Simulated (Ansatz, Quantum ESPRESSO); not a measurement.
# CsSbSe3 (Pm-3m): zone-centre phonons, part 2 of 3

Aim: the zone-centre modes of CsSbSe3 (Pm-3m).

Quantum ESPRESSO 8.0 development, patched; DFT LDA, scalar-relativistic, plane waves, PseudoDojo norm-conserving pseudopotentials.

So far. Step 2 (A probe with smearing): No gap opens on this mesh, so smearing is kept; the start stands at -0.34 GPa. Step 4 (Self-consistent run for the response): The cell stands at -0.002 GPa, close enough for phonons. The relaxed cell has a = 5.324 Å (conventional setting).

The structure was built from a prototype and need not be the compound's stable phase.

## Step 5: Zone-centre response

At q = 0 one unit cell holds all displacements; symmetry groups them into irreducible representations that are solved one by one. With smeared occupations no response to a homogeneous field can be asked.

ph.in

```
phonons
 &inputph
    prefix='x',
    outdir='./tmp',
    fildyn='g.dyn',
    tr2_ph=1.0d-18,
    alpha_mix(1)=0.4,
    nmix_ph=8,
 /
0.000000000000 0.000000000000 0.000000000000
```

Run with:

```sh
$ OMP_NUM_THREADS=1 mpirun -n 4 ph.x -nk 4 -in ph.in > ph.out
```

Log:

```text
[banners, grids, parts of the stress and lines that vanish by symmetry left out]
[banner, memory and clock lines left out]
Program PHONON v.8.0dev

     Dynamical matrices for q-points given in input
     (   1q-points):
       N         xq(1)         xq(2)         xq(3)
       1   0.000000000   0.000000000   0.000000000

     ./tmp/x.save/

     IMPORTANT: XC functional enforced from input :
     Exchange-correlation= PW
                           (   1   4   0   0   0   0   0)
     Any further DFT definition will be discarded
     Please, verify this is what you really want

     G-vector sticks info

     Reading collected, re-writing distributed wavefunctions in ./tmp/

     Number and degeneracy of irreps per q-point
       N         xq(1)         xq(2)         xq(3)   N irreps
       1   0.000000000   0.000000000   0.000000000       5
        3   3   3   3   3

     Calculation of q =    0.0000000   0.0000000   0.0000000

     phonons

     bravais-lattice index     =            1
     lattice parameter (alat)  =      10.0602  a.u.
     unit-cell volume          =    1018.1646 (a.u.)^3
     number of atoms/cell      =            5
     number of atomic types    =            3
     kinetic-energy cut-off    =      86.0000  Ry
     charge density cut-off    =     344.0000  Ry
     convergence threshold     =      1.0E-18
     beta                      =       0.4000
     number of iterations used =            8
     Exchange-correlation= PW
                           (   1   4   0   0   0   0   0)

     celldm(1)=   10.06019  celldm(2)=    0.00000  celldm(3)=    0.00000
     celldm(4)=    0.00000  celldm(5)=    0.00000  celldm(6)=    0.00000

     crystal axes: (cart. coord. in units of alat)
               a(1) = (  1.0000  0.0000  0.0000 )
               a(2) = (  0.0000  1.0000  0.0000 )
               a(3) = (  0.0000  0.0000  1.0000 )

     reciprocal axes: (cart. coord. in units 2 pi/alat)
               b(1) = (  1.0000  0.0000  0.0000 )
               b(2) = (  0.0000  1.0000  0.0000 )
               b(3) = (  0.0000  0.0000  1.0000 )

     Atoms inside the unit cell:

     Cartesian axes

     site n.  atom      mass           positions (alat units)
        1  Cs    132.9055   tau(    1) = (    0.00000    0.00000    0.00000  )
        2  Sb    121.7600   tau(    2) = (    0.50000    0.50000    0.50000  )
        3  Se     78.9710   tau(    3) = (    0.50000    0.50000    0.00000  )
        4  Se     78.9710   tau(    4) = (    0.50000    0.00000    0.50000  )
        5  Se     78.9710   tau(    5) = (    0.00000    0.50000    0.50000  )

     Computing dynamical matrix for
                    q = (   0.0000000   0.0000000   0.0000000 )

     49 Sym.Ops. (with q -> -q+G )

     G cutoff =  881.8825  ( 109607 G-vectors)     FFT grid: ( 60, 60, 60)

     number of k points=    20  Marzari-Vanderbilt smearing, width (Ry)=  0.0200
                       cart. coord. in units 2pi/alat
        k(    1) = (   0.0000000   0.0000000   0.0000000), wk =   0.0092593
        k(    2) = (   0.0000000   0.0000000   0.1666667), wk =   0.0555556
        k(    3) = (   0.0000000   0.0000000   0.3333333), wk =   0.0555556
        [... further k-points left out ...]

     PseudoPot. # 1 for Cs read from file:
     ./pseudo/Cs.upf
     Pseudo is Norm-conserving + core correction, Zval =  9.0
     Using radial grid of 2328 points,  8 beta functions with:
                l(1) =   0
                l(2) =   0
                l(3) =   1
                l(4) =   1
                l(5) =   2
                l(6) =   2
                l(7) =   3
                l(8) =   3

     PseudoPot. # 2 for Sb read from file:
     ./pseudo/Sb.upf
     Pseudo is Norm-conserving + core correction, Zval = 15.0
     Using radial grid of 1416 points,  6 beta functions with:
                l(1) =   0
                l(2) =   0
                l(3) =   1
                l(4) =   1
                l(5) =   2
                l(6) =   2

     PseudoPot. # 3 for Se read from file:
     ./pseudo/Se.upf
     Pseudo is Norm-conserving + core correction, Zval = 16.0
     Using radial grid of 1198 points,  6 beta functions with:
                l(1) =   0
                l(2) =   0
                l(3) =   1
                l(4) =   1
                l(5) =   2
                l(6) =   2

     Mode symmetry, O_h (m-3m)  point group:

     Atomic displacements:
     There are    5 irreducible representations

     Representation     1      3 modes -  To be done

     Representation     2      3 modes -  To be done

     Representation     3      3 modes -  To be done

     Representation     4      3 modes -  To be done

     Representation     5      3 modes -  To be done

     Alpha used in Ewald sum =   2.8000

     Representation #   1 modes #   1   2   3

     Self-consistent Calculation

     The passes end when |ddv_scf|^2 is under  2.6E-20 (on this mesh; tr2_ph alone asks  1.0E-18)
      iter #   1   av.it.:  10.1
      thresh= 1.000E-02 alpha_mix =  0.400 |ddv_scf|^2 =  1.271E-06
      iter #   2   av.it.:  17.6
      thresh= 1.128E-04 alpha_mix =  0.400 |ddv_scf|^2 =  8.703E-08
      iter #   3   av.it.:  17.9
      thresh= 2.950E-05 alpha_mix =  0.400 |ddv_scf|^2 =  1.516E-09
      iter #   4   av.it.:  18.7
      thresh= 3.894E-06 alpha_mix =  0.400 |ddv_scf|^2 =  1.890E-10
      iter #   5   av.it.:  18.0
      thresh= 1.375E-06 alpha_mix =  0.400 |ddv_scf|^2 =  1.641E-11
      iter #   6   av.it.:  17.9
      thresh= 4.051E-07 alpha_mix =  0.400 |ddv_scf|^2 =  3.730E-13
      iter #   7   av.it.:  18.7
      thresh= 6.107E-08 alpha_mix =  0.400 |ddv_scf|^2 =  6.925E-15
      iter #   8   av.it.:  18.8
      thresh= 8.322E-09 alpha_mix =  0.400 |ddv_scf|^2 =  7.717E-16
      iter #   9   av.it.:  19.3
      thresh= 2.778E-09 alpha_mix =  0.400 |ddv_scf|^2 =  2.572E-17
      iter #  10   av.it.:  18.6
      thresh= 5.072E-10 alpha_mix =  0.400 |ddv_scf|^2 =  7.866E-19
      iter #  11   av.it.:  19.1
      thresh= 8.869E-11 alpha_mix =  0.400 |ddv_scf|^2 =  1.696E-20

     End of self-consistent calculation

     Convergence has been achieved

     Representation #   2 modes #   4   5   6

     Self-consistent Calculation

     The passes end when |ddv_scf|^2 is under  2.6E-20 (on this mesh; tr2_ph alone asks  1.0E-18)
      iter #   1   av.it.:   7.6
      thresh= 1.000E-02 alpha_mix =  0.400 |ddv_scf|^2 =  1.122E-06
      iter #   2   av.it.:  17.1
      thresh= 1.059E-04 alpha_mix =  0.400 |ddv_scf|^2 =  8.789E-08
      iter #   3   av.it.:  17.6
      thresh= 2.965E-05 alpha_mix =  0.400 |ddv_scf|^2 =  9.374E-10
[...]
End of self-consistent calculation

     Convergence has been achieved

     Representation #   3 modes #   7   8   9

     Self-consistent Calculation

     The passes end when |ddv_scf|^2 is under  2.6E-20 (on this mesh; tr2_ph alone asks  1.0E-18)
[...]
End of self-consistent calculation

     Convergence has been achieved

     Representation #   4 modes #  10  11  12

     Self-consistent Calculation

     The passes end when |ddv_scf|^2 is under  2.6E-20 (on this mesh; tr2_ph alone asks  1.0E-18)
[...]
End of self-consistent calculation

     Convergence has been achieved

     Representation #   5 modes #  13  14  15

     Self-consistent Calculation

     The passes end when |ddv_scf|^2 is under  2.6E-20 (on this mesh; tr2_ph alone asks  1.0E-18)
[...]
iter #   4   av.it.:  18.2
      thresh= 2.378E-06 alpha_mix =  0.400 |ddv_scf|^2 =  2.943E-12
      iter #   5   av.it.:  18.4
      thresh= 1.716E-07 alpha_mix =  0.400 |ddv_scf|^2 =  3.068E-13
      iter #   6   av.it.:  18.4
      thresh= 5.539E-08 alpha_mix =  0.400 |ddv_scf|^2 =  1.093E-14
      iter #   7   av.it.:  19.0
      thresh= 1.046E-08 alpha_mix =  0.400 |ddv_scf|^2 =  8.582E-17
      iter #   8   av.it.:  18.4
      thresh= 9.264E-10 alpha_mix =  0.400 |ddv_scf|^2 =  8.970E-18
      iter #   9   av.it.:  19.0
      thresh= 2.995E-10 alpha_mix =  0.400 |ddv_scf|^2 =  8.538E-20
      iter #  10   av.it.:  19.1
      thresh= 2.922E-11 alpha_mix =  0.400 |ddv_scf|^2 =  2.633E-22

     End of self-consistent calculation

     Convergence has been achieved

     Number of q in the star =    1
     List of q in the star:
          1   0.000000000   0.000000000   0.000000000

     Diagonalizing the dynamical matrix

     q = (    0.000000000   0.000000000   0.000000000 )

 **************************************************************************
     freq (    1) =      -1.990572 [THz] =     -66.398345 [cm-1]
     freq (    2) =      -1.990572 [THz] =     -66.398345 [cm-1]
     freq (    3) =      -1.990572 [THz] =     -66.398345 [cm-1]
     freq (    4) =      -0.046617 [THz] =      -1.554966 [cm-1]
     freq (    5) =      -0.046617 [THz] =      -1.554966 [cm-1]
     freq (    6) =      -0.046617 [THz] =      -1.554966 [cm-1]
     freq (    7) =       0.788649 [THz] =      26.306515 [cm-1]
     freq (    8) =       0.788649 [THz] =      26.306515 [cm-1]
     freq (    9) =       0.788649 [THz] =      26.306515 [cm-1]
     freq (   10) =       2.056953 [THz] =      68.612565 [cm-1]
     freq (   11) =       2.056953 [THz] =      68.612565 [cm-1]
     freq (   12) =       2.056953 [THz] =      68.612565 [cm-1]
     freq (   13) =       3.813132 [THz] =     127.192401 [cm-1]
     freq (   14) =       3.813132 [THz] =     127.192401 [cm-1]
     freq (   15) =       3.813132 [THz] =     127.192401 [cm-1]
 **************************************************************************

     Mode symmetry, O_h (m-3m)  point group:

     freq (   1-   3) =        -66.4  [cm-1]   --> T_1u G_15  G_4- I
     freq (   4-   6) =         -1.6  [cm-1]   --> T_1u G_15  G_4- I
     freq (   7-   9) =         26.3  [cm-1]   --> T_2u G_25  G_5-
     freq (  10-  12) =         68.6  [cm-1]   --> T_1u G_15  G_4- I
     freq (  13-  15) =        127.2  [cm-1]   --> T_1u G_15  G_4- I
```

Wall time 37 min (4 MPI ranks of Intel Xeon 6975P-C (Granite Rapids), shared host).

Numbers from this step:

```yaml
largest_acoustic_frequency_at_the_zone_centre_before_the_sum_rule: -1.55 cm⁻¹
highest_optical_zone_centre_mode_no_lo_to_term: 127.2 cm⁻¹
lowest_optical_zone_centre_mode: -66.4 cm⁻¹
```

The acoustic modes at Γ come out as far as 1.6 cm⁻¹ from zero, where they should vanish, a small numerical error. The lowest optical mode is imaginary, 66i cm⁻¹, an instability at this level and on this k mesh.

## Step 6: Modes with the sum rule

A rigid shift of the crystal must cost nothing, but grids and finite bases break this; the acoustic sum rule is imposed before the matrix is diagonalised again.

dynmat.in

```
 &input
    fildyn='g.dyn',
    asr='simple',
    fileig='dynmat.eig',
 /
```

Run with:

```sh
$ dynmat.x -in dynmat.in > dynmat.out
```

Log:

```text
[banner, memory and clock lines left out]
Program DYNMAT v.8.0dev

     Reading Dynamical Matrix from file g.dyn
     ...Force constants read
     ...epsilon and Z* not read (not found on file)
     A direction for q was not specified:TO-LO splitting will be absent

     Polarizability (A^3 units)
     multiply by 1.000000 for Clausius-Mossotti correction (not under assume_isolated = 'mt')
         0.000000    0.000000    0.000000
         0.000000    0.000000    0.000000
         0.000000    0.000000    0.000000

     IR activities are in (D/A)^2/amu units

# mode   [cm-1]    [THz]      IR
    1    -66.39   -1.9905    0.0000
    2    -66.39   -1.9905    0.0000
    3    -66.39   -1.9905    0.0000
    4     -0.00   -0.0000    0.0000
    5      0.00    0.0000    0.0000
    6      0.00    0.0000    0.0000
    7     26.49    0.7943    0.0000
    8     26.49    0.7943    0.0000
    9     26.49    0.7943    0.0000
   10     68.63    2.0575    0.0000
   11     68.63    2.0575    0.0000
   12     68.63    2.0575    0.0000
   13    127.21    3.8137    0.0000
   14    127.21    3.8137    0.0000
   15    127.21    3.8137    0.0000

[end of the log left out, with the tail of the file of modes that dynmat.x writes under the same name]
```

The job ended after 0.69 s (1 thread).

This step gave:

- lowest optical zone-centre mode: -66.39 cm⁻¹

Unit eigenvectors of the mass-weighted matrix after the sum rule; no LO-TO term. The modes at Γ (shares of kinetic energy by element, %) (negative means imaginary):

| mode | frequency (cm⁻¹) | Cs % | Sb % | Se % |
| --- | --- | --- | --- | --- |
| 1 | -66.4 | 4 | 49 | 48 |
| 2 | -66.4 | 4 | 49 | 48 |
| 3 | -66.4 | 4 | 49 | 48 |
| 4 | 0.0 | 27 | 25 | 48 |
| 5 | 0.0 | 27 | 25 | 48 |
| 6 | 0.0 | 27 | 25 | 48 |
| 7 | 26.5 | 0 | 0 | 100 |
| 8 | 26.5 | 0 | 0 | 100 |
| 9 | 26.5 | 0 | 0 | 100 |
| 10 | 68.6 | 69 | 2 | 29 |
| 11 | 68.6 | 69 | 2 | 29 |
| 12 | 68.6 | 69 | 2 | 29 |
| 13 | 127.2 | 0 | 25 | 75 |
| 14 | 127.2 | 0 | 25 | 75 |
| 15 | 127.2 | 0 | 25 | 75 |

Displacements in mode 3 (-66.4 cm⁻¹), the largest set to 1:
```
Cs1 -0.07 -0.26  0.00
Sb2  0.28  1.00  0.00
Se3 -0.22 -0.80  0.00
Se4 -0.22  0.49  0.00
Se5  0.14 -0.80  0.00
```

Displacements in mode 12 (68.6 cm⁻¹), the largest set to 1:
```
Cs1  0.05 -0.01  1.00
Sb2 -0.01  0.00 -0.16
Se3 -0.02  0.01 -0.36
Se4 -0.02  0.01 -0.54
Se5 -0.02  0.01 -0.54
```

The rule moves no optical mode by more than 0.2 cm⁻¹.

## Step 7: Sum rules set otherwise (asr crystal)

The rule can be imposed in more than one way; the choices should agree where the raw error is small.

dynmat.in

```
 &input
    fildyn='g.dyn',
    asr='crystal',
    fileig='dynmat.eig',
 /
```

Run with:

```sh
$ dynmat.x -in dynmat.in > dynmat.out
```

Log:

```text
[banner, memory and clock lines left out]
Program DYNMAT v.8.0dev

     Reading Dynamical Matrix from file g.dyn
     ...Force constants read
     ...epsilon and Z* not read (not found on file)
     Acoustic Sum Rule: || Z*(ASR) - Z*(orig)|| =    0.000000E+00
     Acoustic Sum Rule: ||dyn(ASR) - dyn(orig)||=    1.385529E-04
     A direction for q was not specified:TO-LO splitting will be absent

     Polarizability (A^3 units)
     multiply by 1.000000 for Clausius-Mossotti correction (not under assume_isolated = 'mt')
         0.000000    0.000000    0.000000
         0.000000    0.000000    0.000000
         0.000000    0.000000    0.000000

     IR activities are in (D/A)^2/amu units

# mode   [cm-1]    [THz]      IR
    1    -66.39   -1.9903    0.0000
    2    -66.39   -1.9903    0.0000
    3    -66.39   -1.9903    0.0000
    4     -0.00   -0.0000    0.0000
    5     -0.00   -0.0000    0.0000
    6      0.00    0.0000    0.0000
    7     26.31    0.7886    0.0000
    8     26.31    0.7886    0.0000
    9     26.31    0.7886    0.0000
   10     68.62    2.0572    0.0000
   11     68.62    2.0572    0.0000
   12     68.62    2.0572    0.0000
   13    127.20    3.8132    0.0000
   14    127.20    3.8132    0.0000
   15    127.20    3.8132    0.0000

[end of the log left out, with the tail of the file of modes that dynmat.x writes under the same name]
```

Elapsed: 0.59 s, on 1 thread.

Zone-centre frequencies as printed; negative means imaginary. Modes:

| mode | frequency (cm⁻¹) |
| --- | --- |
| 1 | -66.39 |
| 2 | -66.39 |
| 3 | -66.39 |
| 4 | 0 |
| 5 | 0 |
| 6 | 0 |
| 7 | 26.31 |
| 8 | 26.31 |
| 9 | 26.31 |
| 10 | 68.62 |
| 11 | 68.62 |
| 12 | 68.62 |
| 13 | 127.2 |
| 14 | 127.2 |
| 15 | 127.2 |

Against the first rule no mode moves by more than 0.2 cm⁻¹.

## Step 8: Sum rules set otherwise: a sum rule for molecules or wires on a crystal

This rule also removes rotations, which suits molecules and not a crystal; it is tried to see the harm.

dynmat.in

```
 &input
    fildyn='g.dyn',
    asr='zero-dim',
    fileig='dynmat.eig',
 /
```

Run with:

```sh
$ dynmat.x -in dynmat.in > dynmat.out
```

Log:

```text
[banner, memory and clock lines left out]
Program DYNMAT v.8.0dev

     Reading Dynamical Matrix from file g.dyn
     ...Force constants read
     ...epsilon and Z* not read (not found on file)
     Warning: this looks like a crystal, not a molecule in a box: use asr = 'crystal'
     Acoustic Sum Rule: || Z*(ASR) - Z*(orig)|| =    0.000000E+00
     Acoustic Sum Rule: ||dyn(ASR) - dyn(orig)||=    6.974874E-02
     A direction for q was not specified:TO-LO splitting will be absent

     Polarizability (A^3 units)
     multiply by 1.000000 for Clausius-Mossotti correction (not under assume_isolated = 'mt')
         0.000000    0.000000    0.000000
         0.000000    0.000000    0.000000
         0.000000    0.000000    0.000000

     IR activities are in (D/A)^2/amu units

# mode   [cm-1]    [THz]      IR
    1    -66.39   -1.9903    0.0000
    2    -42.20   -1.2652    0.0000
    3    -42.20   -1.2652    0.0000
    4     -0.00   -0.0000    0.0000
    5     -0.00   -0.0000    0.0000
    6     -0.00   -0.0000    0.0000
    7      0.00    0.0000    0.0000
    8      0.00    0.0000    0.0000
    9      0.00    0.0000    0.0000
   10     54.42    1.6316    0.0000
   11     54.42    1.6316    0.0000
   12     68.62    2.0572    0.0000
   13    125.61    3.7656    0.0000
   14    125.61    3.7656    0.0000
   15    127.20    3.8132    0.0000

[end of the log left out, with the tail of the file of modes that dynmat.x writes under the same name]
```

Elapsed: 0.59 s, on 1 thread.

The run ended normally, but on settings that are not sound.

The fault: a sum rule for molecules or wires on a crystal; 3 optical modes are projected out to zero frequency, as if they were rotations.

For a crystal the rule has to be 'simple' or 'crystal'.

Zone-centre frequencies as printed; negative means imaginary. Modes:

| mode | frequency (cm⁻¹) |
| --- | --- |
| 1 | -66.39 |
| 2 | -42.2 |
| 3 | -42.2 |
| 4 | 0 |
| 5 | 0 |
| 6 | 0 |
| 7 | 0 |
| 8 | 0 |
| 9 | 0 |
| 10 | 54.42 |
| 11 | 54.42 |
| 12 | 68.62 |
| 13 | 125.6 |
| 14 | 125.6 |
| 15 | 127.2 |

(Part 2 of 3 ends here.)

[Host names and launcher messages were left out of these logs when they were recorded.]

[Logs are printed without paths, hosts, clocks, repeated set-up lines and the standing remarks that a program may print on its own settings, such as how far it seeks lower states.]

[Hosts, paths, dates, database ids (printed as entryN), source tags and the programs' standing remarks are cut or masked in the printed files.]
